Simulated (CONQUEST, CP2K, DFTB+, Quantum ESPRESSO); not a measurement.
# How far do other methods lie from plane waves? Al(100)/Rh(100) interface (51 atoms)

Aim: forces, pressure of Al(100)/Rh(100) interface (51 atoms) at one geometry, from other programs and methods, against plane-wave PBE.

Results are calculated, not measured.

### 1. The cell

The cell holds 51 atoms (24 Al and 27 Rh), with edges of 8.07, 8.07 and 13.31 Å. Recipe: fcc Al(100), 3 repeat layers, 8 surface cells, strained -0.40 and -0.40 %; fcc Rh(100), 3 layers, 9 cells, +0.00 and +0.00 %; outer planes 2.72 Å apart and 2.72 Å at the second interface of the periodic stack; not relaxed, displaced by a Gaussian of 0.02 Å. Then every atom was moved at random, 0.03 Å r.m.s. a Cartesian component. The density is 6.57 g/cm³.

### 2. The reference input

Quantum ESPRESSO 7.5: Kohn-Sham DFT, PBE, SSSP efficiency 1.3.0 pseudopotentials, plane waves. Its input, pw.in:

```
&control
  calculation = 'scf'
  pseudo_dir = './pseudo'
  outdir = './tmp'
  disk_io = 'none'
  tprnfor = .true.
  tstress = .true.
/
&system
  ibrav = 0
  nat = 51
  ntyp = 2
  ecutwfc = 45
  ecutrho = 360
  nosym = .true.
  occupations = 'smearing'
  smearing = 'fd'
  degauss = 0.003675
/
&electrons
  conv_thr = 2.5e-07
  electron_maxstep = 100
  mixing_beta = 0.2
  mixing_mode = 'local-TF'
  diagonalization = 'david'
/
ATOMIC_SPECIES
Al 26.982 Al.upf
Rh 102.906 Rh.upf
CELL_PARAMETERS angstrom
8.06740 0.00000 0.00000
0.00000 8.06740 0.00000
0.00000 0.00000 13.30596
ATOMIC_POSITIONS crystal
Al 0.75351 0.75764 0.99741
Al 0.74919 0.50223 0.14860
Al 0.74638 0.75104 0.30788
Al 0.24759 0.75063 0.00158
[... 45 atom lines left out ...]
Rh 0.98592 0.39909 0.65216
Rh 0.80980 0.55196 0.79133
K_POINTS gamma
```

```console
$ OMP_NUM_THREADS=1 mpirun -np 4 pw.x -in pw.in > output.txt
```

Run time: 3.3 min. Hardware: 4 MPI ranks of Arm Neoverse N1, shared host; peak memory 2.1 GiB.

It converged with an r.m.s. force component of 0.53 eV/Å and a pressure of -2.7 GPa.

### 3. The other programs

- CONQUEST 1.3: pseudo-atomic orbitals (double zeta with polarisation, or contracted to multi-site or on-site support functions) with norm-conserving potentials on an integration grid.
- CP2K 2026.2: Gaussian basis with GTH pseudopotentials and a plane-wave density; labels give functional, basis (MOLOPT sets; SR short-range, UZH the newer set with its own potentials), grid cutoff/relative cutoff and solver (OT: orbital transformation; TRS4, TC2, SIGN: linear-scaling purification with its sparsity filter), or its built-in tight binding.
- DFTB+ 25.1: tight binding, with Slater–Koster sets (DFTB) or xTB through its tblite library.

All use the same cell and atoms, and the electronic-structure runs the same k-mesh.

### 4. Side by side

Differences are against the reference: forces as r.m.s. over components, share as that over the reference's r.m.s. force, slope as the fitted ratio of a run's forces to the reference's.

```
                                                   run  Δ force, r.m.s. (meV/Å)  share (%)  slope  Δ pressure (GPa)  cores  CPU time  memory (GiB)
                                             reference                        -          -      -                 -      4    13 min           2.1
                              CONQUEST PBE, grid 80 Ha                      127       24.0  1.066              2.40      2   4.6 min           6.4
CONQUEST PBE, grid 80 Ha, multi-site 6.5 bohr (coarse)                      360       67.8  0.582                 -      2     5 min           6.6
           CONQUEST PBE, grid 80 Ha, multi-site 8 bohr                      133       25.0  0.952                 -      2   5.6 min           6.7
                           CONQUEST PBEsol, grid 80 Ha                     84.1       15.8  1.101             -2.53      2   4.8 min           6.4
        CP2K PBE, DZVP-UZH, 600/60 Ry, diagonalisation                     50.3       9.47  0.972             0.931      4    13 min           4.5
                                        DFTB+ GFN2-xTB                      419       79.0  1.363             -53.0      1      15 s          0.41
```

Rows marked coarse were listed beforehand as settings not expected to be converged; some can still land near the reference.

CPU time is summed over cores on shared hosts, of unlike kinds, so it is rough.

### 5. Findings

Forces lie from 9.5 % (CP2K PBE, DZVP-UZH, 600/60 Ry, diagonalisation) to 79 % (DFTB+ GFN2-xTB) of the reference's r.m.s. force of 0.53 eV/Å away from it. The PBE runs in local orbitals, coarse settings apart, differ by 9.5 % (CP2K PBE, DZVP-UZH, 600/60 Ry, diagonalisation) to 25 % (CONQUEST PBE, grid 80 Ha, multi-site 8 bohr); basis, grid and potentials can all enter. Tight binding differs by 79 % (DFTB+ GFN2-xTB); it is another model, with fitted parameters of its own, and the xTB methods hold dispersion. Rows with another functional or a dispersion term differ by 16 % (CONQUEST PBEsol, grid 80 Ha), which mixes the change of model with differences of basis and potentials.

Runs with settings chosen to be coarse differ by 68 % (CONQUEST PBE, grid 80 Ha, multi-site 6.5 bohr), their programs' other errors included. Pressures at PBE, coarse settings apart, lie +0.93 to +2.40 GPa from the reference's. A pressure off by over 25 GPa (DFTB+ GFN2-xTB) is no usable stress for this cell.

**Limits.** Periodic xTB results under one method name differ between programs and library versions (DFTB+ here holds tblite 0.3). The reference's pressure holds the uncorrected Pulay stress of its 45 Ry basis, so small pressure differences may be the reference's own error. The electron count is odd in these runs, and they have no spin polarisation, so the unpaired electron is spread evenly over both spins. The reference's stress is far from hydrostatic: its diagonal is 5.3, 5.2, -18.7 GPa, compression counted positive. The host structure and its lattice constant were typed by rule, without a check against the phase diagram. The electron count is odd and the run has no spin polarisation, so levels at the top are partly filled by construction. The electronic-structure runs sample only Γ, in a cell whose shortest periodic width is 8 Å, which is coarse for a cell with partly filled levels. The reference's pressure of -2.7 GPa reflects the volume that the recipe set, positions that aren't this level's minimum and the coarse k-sampling. Spin–orbit coupling is left out. Where levels are smeared, the DFT runs use Fermi–Dirac occupations at 580 K (0.05 eV), and energies are free energies. The atoms were displaced at random, and shares hang on the size of the forces that this gives. The reference's cutoffs and mesh weren't converged further here.

[Logs are printed without paths, hosts, clocks, repeated set-up lines and the standing remarks that a program may print on its own settings, such as how far it seeks lower states.]

[Hosts, paths, dates, database ids (printed as entryN), source tags and the programs' standing remarks are cut or masked in the printed files.]

[Cells were taken only where this reference lay near another plane-wave run.]
